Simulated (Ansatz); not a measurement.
Planning a run of Ansatz 0.2.0 on TlGaF6 (R-3). The input:

```yaml
crystal:
  lattice:
    - [5.0968048706, 2.9426416642, 9.4596312418]
    - [-5.0968048706, 2.9426416642, 9.4596312418]
    - [0.0, -5.8852833282, 9.4596312418]
  atoms:
    - { symbol: Tl, position: [0.0, 0.0, 0.0] }
    - { symbol: Ga, position: [0.25, 0.25, 0.25] }
    - { symbol: F, position: [0.439716065, 0.290225135, 0.136261575] }
    - { symbol: F, position: [0.290225135, 0.136261575, 0.439716065] }
    - { symbol: F, position: [0.136261575, 0.439716065, 0.290225135] }
    - { symbol: F, position: [0.209774865, 0.363738425, 0.060283935] }
    - { symbol: F, position: [0.363738425, 0.060283935, 0.209774865] }
    - { symbol: F, position: [0.060283935, 0.209774865, 0.363738425] }
    - { symbol: Tl, position: [0.0, 0.0, 0.5] }
    - { symbol: Ga, position: [0.25, 0.25, 0.75] }
    - { symbol: F, position: [0.439716065, 0.290225135, 0.636261575] }
    - { symbol: F, position: [0.290225135, 0.136261575, 0.939716065] }
    - { symbol: F, position: [0.136261575, 0.439716065, 0.790225135] }
[... 45 atom lines left out ...]
    - { symbol: F, position: [0.939716065, 0.790225135, 0.636261575] }
    - { symbol: F, position: [0.790225135, 0.636261575, 0.939716065] }
    - { symbol: F, position: [0.636261575, 0.939716065, 0.790225135] }
    - { symbol: F, position: [0.709774865, 0.863738425, 0.560283935] }
    - { symbol: F, position: [0.863738425, 0.560283935, 0.709774865] }
    - { symbol: F, position: [0.560283935, 0.709774865, 0.863738425] }
kpoints:
  mp_grid: { grid: [1, 1, 1] }
hamiltonian:
  xc: lda
scf:
  occupations: { method: fixed }
gw:
  n_empty_bands: 896
  ecut_chi: 60.0
  qp_bands: [v1, c1]
  qp_kpoints: band_edges
  screening: { model: contour_deformation }
```

```sh
ansatz run input.yaml --threads 16 --pin off --max-ram 36864MiB --backend cpu --events-out ev --progress --plain --runs-dir out
```

Question: Estimate wall time and host memory on 16 threads of Arm Neoverse V1, shared host.

It took 60 s; on shared hardware allow 30 s to 2 min. Peak host memory was 5.3 GiB. The sizes that set the cost: 16663 plane waves a state, 1 irreducible k points, 1168 bands summed, 899 plane waves in the screening and 8 SCF cycles.

The screening grows as filled bands × empty bands × pairs of k points, times the square of the screening basis for the matrix.

[Paths, hosts, dates, memory and timing lines, banners, echoed tables and standing remarks are left out of the program output.]

[Logs are printed without paths, hosts, clocks, repeated set-up lines and the standing remarks that a program may print on its own settings, such as how far it seeks lower states.]

[Runs of the session that timed out or met a known fault of the program may be left out.]

[Cells called generated may have been cut or substituted from an entry of the Crystallography Open Database or the Materials Project.]

[Hosts, paths, dates, database ids (printed as entryN), source tags and the programs' standing remarks are cut or masked in the printed files.]
